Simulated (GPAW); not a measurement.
# How the form of the self-energy moves the gap of NaHF2 (R-3m)

How much does the gap of NaHF2 (R-3m) depend on the approximation to the self-energy?

Method: LDA and many-body steps on it, plane waves, in GPAW 26.7.0.

Report form: the programs' logs are mostly left out.

### Step 1. The structure

The structure is trigonal, space group R-3m (No. 166). The conventional cell has a = 3.474 Å, b = 3.474 Å, c = 13.750 Å, α = 90.00°, β = 90.00°, γ = 120.00°. Na has 6 F at 2.32 Å nearest. Nearest to H lie 2 F at 1.13 Å. Nearest to F lie 1 H at 1.13 Å and 3 Na at 2.32 Å. Farther neighbours and most contacts between anions are not listed.

As a file:

```
Na H F
1.0
     1.73700    1.00286    4.58333
    -1.73700    1.00286    4.58333
     0.00000   -2.00571    4.58333
Na H F
1 1 2
Direct
  0.00000 0.00000 0.00000
  0.50000 0.50000 0.50000
  0.41760 0.41760 0.41760
  0.58240 0.58240 0.58240
```

The cell and positions come from the Crystallography Open Database and are kept as given unless a step says otherwise.

### Step 2. Empty states on the mesh, 4×4×4 mesh, 317 bands

This step: GPAW 26.7.0; DFT, LDA, plane waves, PAW.

The sums over transitions need many empty states on a uniform mesh; this step solves for them.

run.py reads:

```python
import json
import numpy as np
from gpaw.mpi import world
from gpaw import GPAW

calc = GPAW('gs.gpw').fixed_density(kpts={'size': (4, 4, 4), 'gamma': True},
    parallel={'domain': 1, 'band': 1},
    txt='nscf.txt')
calc.diagonalize_full_hamiltonian(nbands=317)
calc.write('full.gpw', mode='all')
res = {}
kpts = calc.get_ibz_k_points()
res['kpts'] = kpts
res['eigenvalues'] = [calc.get_eigenvalues(kpt=k) for k in range(len(kpts))]
res['n_electrons'] = calc.get_number_of_electrons()

if world.rank == 0:
    with open('result.json', 'w') as f:
        json.dump(res, f, default=lambda x: x.tolist())
```

Command:

```sh
> mpirun -n 4 gpaw python run.py
```

Run time: 30 s. Hardware: 4 MPI ranks of Arm Neoverse V1, shared host; peak memory 1.6 GiB.

Numbers from this step:

```yaml
gap: 6.595 eV
k_of_the_valence_top: 0.5, 0.5, 0.5
k_of_the_conduction_bottom: 0, 0, 0
least_direct_gap: 6.763 eV
k_points_computed: 13
lowest_point_of_the_top_converged_band_above_the_valence_top: 197.4097 eV
```

On this mesh the gap is 6.595 eV.

### Step 3. G0W0, Godby-Needs plasmon pole

Now the one-shot GW correction: screening in the RPA, then the self-energy of the levels asked for.

This step: G0W0 on LDA, plane waves, PAW.

run.py reads:

```python
import json
import numpy as np
from gpaw.mpi import world
from gpaw.response.g0w0 import G0W0

gw = G0W0('full.gpw',
    filename='gw',
    kpts=[0, 12],
    bands=(9, 13),
    ecut=120,
    nbands=142,
    integrate_gamma='WS',
    ppa=True)
gw.calculate()
res = {mode: {k: v for k, v in r.items() if k != 'sigma_eskwn'}
       for mode, r in gw.all_results.items()}

if world.rank == 0:
    with open('result.json', 'w') as f:
        json.dump(res, f, default=lambda x: x.tolist())
```

Command:

```sh
> mpirun -n 4 gpaw python run.py
```

It took 1.8 min on 4 MPI ranks; peak memory 1.5 GiB.

This step gave:

- G0W0 gap on the points computed: 11.19 eV
- least direct G0W0 gap on the computed points: 11.19 eV
- Z at the valence top: 0.8334
- Z at the conduction bottom: 0.9129
- starting gap on the mesh: 6.595 eV
- k of the valence top: 0, 0, 0
- k of the conduction bottom: 0, 0, 0

The gap on the mesh goes from 6.60 eV to 11.19 eV, a correction of +4.60 eV.

### Step 4. One-shot HSE06

This step: one-shot HSE06 levels on LDA orbitals, plane waves, PAW.

run.py reads:

```python
import json
import numpy as np
from gpaw.mpi import world
from gpaw.hybrids.eigenvalues import non_self_consistent_eigenvalues

dft, vxc, vxc_hyb = non_self_consistent_eigenvalues('full.gpw', 'HSE06', 9, 13, kpt_indices=[0, 12])
res = {'dft': dft[0], 'hybrid': (dft - vxc + vxc_hyb)[0]}
if world.rank == 0:
    with open('hybrid.txt', 'w') as f:
        for k, e0, e1 in zip([0, 12], res['dft'], res['hybrid']):
            print(k, ' '.join(f'{x:9.4f}' for x in e0), '|', ' '.join(f'{x:9.4f}' for x in e1), file=f)

if world.rank == 0:
    with open('result.json', 'w') as f:
        json.dump(res, f, default=lambda x: x.tolist())
```

Command:

```sh
> mpirun -n 4 gpaw python run.py
```

Wall time 4.1 s (4 MPI ranks); peak memory 0.84 GiB; 16 s of CPU time.

Numbers from this step:

```
starting gap on the mesh                       : 6.595 eV
hybrid gap on the mesh                         : 9.392 eV
least direct hybrid gap on the computed points : 9.392 eV
```

### Step 5. G0W0, extrapolated in the cutoff

This step: G0W0 on LDA, plane waves, PAW.

run.py reads:

```python
import json
import numpy as np
from gpaw.mpi import world
from gpaw.response.g0w0 import G0W0

gw = G0W0('full.gpw',
    filename='gw',
    kpts=[0, 12],
    bands=(9, 13),
    ecut=200.0,
    integrate_gamma='WS',
    ppa=True,
    ecut_extrapolation=True)
gw.calculate()
res = {mode: {k: v for k, v in r.items() if k != 'sigma_eskwn'}
       for mode, r in gw.all_results.items()}

if world.rank == 0:
    with open('result.json', 'w') as f:
        json.dump(res, f, default=lambda x: x.tolist())
```

Command:

```sh
> mpirun -n 4 gpaw python run.py
```

It took 8.3 min on 4 MPI ranks; peak memory 1.9 GiB; 33 min of CPU time.

Numbers from this step:

| Property | Result |
| --- | --- |
| quasiparticle gap on the points computed | 11.57 eV |
| least direct quasiparticle gap on the computed points | 11.57 eV |
| Z at the valence top | 0.8231 |
| Z at the conduction bottom | 0.9110 |
| starting gap on the mesh | 6.595 eV |
| k of the valence top | 0, 0, 0 |
| k of the conduction bottom | 0, 0, 0 |
| gaps at the cutoffs of the extrapolation | 11.34, 11.36, 11.39 eV |

Against G0W0 in GPAW (4×4×4 mesh, 142 bands, screening to 120 eV, Godby-Needs plasmon pole), the gap moves by +0.382 eV.

### Step 6. One-shot Hartree-Fock

This step: one-shot Hartree-Fock levels on LDA orbitals, plane waves, PAW.

run.py reads:

```python
import json
import numpy as np
from gpaw.mpi import world
from gpaw.hybrids.eigenvalues import non_self_consistent_eigenvalues

dft, vxc, vxc_hyb = non_self_consistent_eigenvalues('full.gpw', 'EXX', 9, 13, kpt_indices=[0, 12])
res = {'dft': dft[0], 'hybrid': (dft - vxc + vxc_hyb)[0]}
if world.rank == 0:
    with open('hybrid.txt', 'w') as f:
        for k, e0, e1 in zip([0, 12], res['dft'], res['hybrid']):
            print(k, ' '.join(f'{x:9.4f}' for x in e0), '|', ' '.join(f'{x:9.4f}' for x in e1), file=f)

if world.rank == 0:
    with open('result.json', 'w') as f:
        json.dump(res, f, default=lambda x: x.tolist())
```

Command:

```sh
> mpirun -n 4 gpaw python run.py
```

Wall time 4 s (4 MPI ranks); peak memory 0.48 GiB; 16 s of CPU time.

This step gave:

* starting gap on the mesh: 6.595 eV
* hybrid gap on the mesh: 18.24 eV
* least direct hybrid gap on the computed points: 18.24 eV

### Step 7. G0W0, full frequency, Hilbert transform

This step: G0W0 on LDA, plane waves, PAW.

run.py reads:

```python
import json
import numpy as np
from gpaw.mpi import world
from gpaw.response.g0w0 import G0W0

gw = G0W0('full.gpw',
    filename='gw',
    kpts=[0, 12],
    bands=(9, 13),
    ecut=120,
    nbands=142,
    integrate_gamma='WS',
    frequencies={'type': 'nonlinear', 'domega0': 0.1, 'omega2': 15.0},
    eta=0.1,
    nblocksmax=True)
gw.calculate()
res = {mode: {k: v for k, v in r.items() if k != 'sigma_eskwn'}
       for mode, r in gw.all_results.items()}

if world.rank == 0:
    with open('result.json', 'w') as f:
        json.dump(res, f, default=lambda x: x.tolist())
```

Command:

```sh
> mpirun -n 4 gpaw python run.py
```

Run time: 2.8 min. Hardware: 4 MPI ranks; peak memory 1.6 GiB; 11 min of CPU time.

This step gave:

| Property | Result |
| --- | --- |
| G0W0 gap on the points computed | 11.22 eV |
| least direct G0W0 gap on the computed points | 11.22 eV |
| starting gap on the mesh | 6.595 eV |
| k of the valence top | 0, 0, 0 |
| k of the conduction bottom | 0, 0, 0 |

Against G0W0 in GPAW (4×4×4 mesh, 142 bands, screening to 120 eV, Godby-Needs plasmon pole), the gap moves by +0.029 eV.

### Step 8. The runs together

Times are wall times on 4 MPI ranks of Arm Neoverse V1, shared host, good to a factor of about two.

| run | mesh | bands | screening cutoff (eV) | DFT gap (eV) | gap on the mesh (eV) | direct (eV) | time |
| --- | --- | --- | --- | --- | --- | --- | --- |
| G0W0, Godby-Needs plasmon pole | 4×4×4 | 142 | 120 | 6.595 | 11.192 | 11.192 | 1.8 min |
| one-shot HSE06 | 4×4×4 | - | - | 6.595 | 9.392 | 9.392 | 4.1 s |
| G0W0, extrapolated in the cutoff | 4×4×4 | - | 200 | 6.595 | 11.574 | 11.574 | 8.3 min |
| one-shot Hartree-Fock | 4×4×4 | - | - | 6.595 | 18.236 | 18.236 | 4 s |
| G0W0, full frequency, Hilbert transform | 4×4×4 | 142 | 120 | 6.595 | 11.221 | 11.221 | 2.8 min |

### Step 9. Summary of results

| Quantity | Value |
| --- | --- |
| G0W0, Godby-Needs plasmon pole | 11.192 eV |
| one-shot HSE06 | 9.392 eV |
| G0W0, extrapolated in the cutoff | 11.574 eV |
| one-shot Hartree-Fock | 18.236 eV |
| G0W0, full frequency, Hilbert transform | 11.221 eV |
| known limits | not at the basis limit |

One-shot HSE06: −1.800 eV against G0W0, Godby-Needs plasmon pole. G0W0, extrapolated in the cutoff: +0.382 eV against G0W0, Godby-Needs plasmon pole, at other bands or cutoff, so not like for like. One-shot Hartree-Fock: +7.044 eV against G0W0, Godby-Needs plasmon pole. G0W0, full frequency, Hilbert transform: +0.029 eV against G0W0, Godby-Needs plasmon pole. Bare exchange alone opens the gap to 18.24 eV; against G0W0, correlation takes back 7.04 eV. One-shot hybrid levels are evaluated on the LDA orbitals. Bands and cutoff are finite, so the gap is not at the basis limit. The miss can reach some tenths of an eV and take either sign; the mesh is an error of its own. These stock PAW sets were not made for GW. In the G0W0 runs levels were corrected at 2 k points alone, so a gap called «on the mesh» is the least over those, and an edge elsewhere would be missed. The program warns of a poor linear fit in the extrapolation of some level, so the extrapolated values are rough.

[Paths, hosts, dates, memory and timing lines, banners, echoed tables and standing remarks are left out of the program output.]

[Logs are printed without paths, hosts, clocks, repeated set-up lines and the standing remarks that a program may print on its own settings, such as how far it seeks lower states.]

[Runs of the session that timed out or met a known fault of the program may be left out.]

[Hosts, paths, dates, database ids (printed as entryN), source tags and the programs' standing remarks are cut or masked in the printed files.]
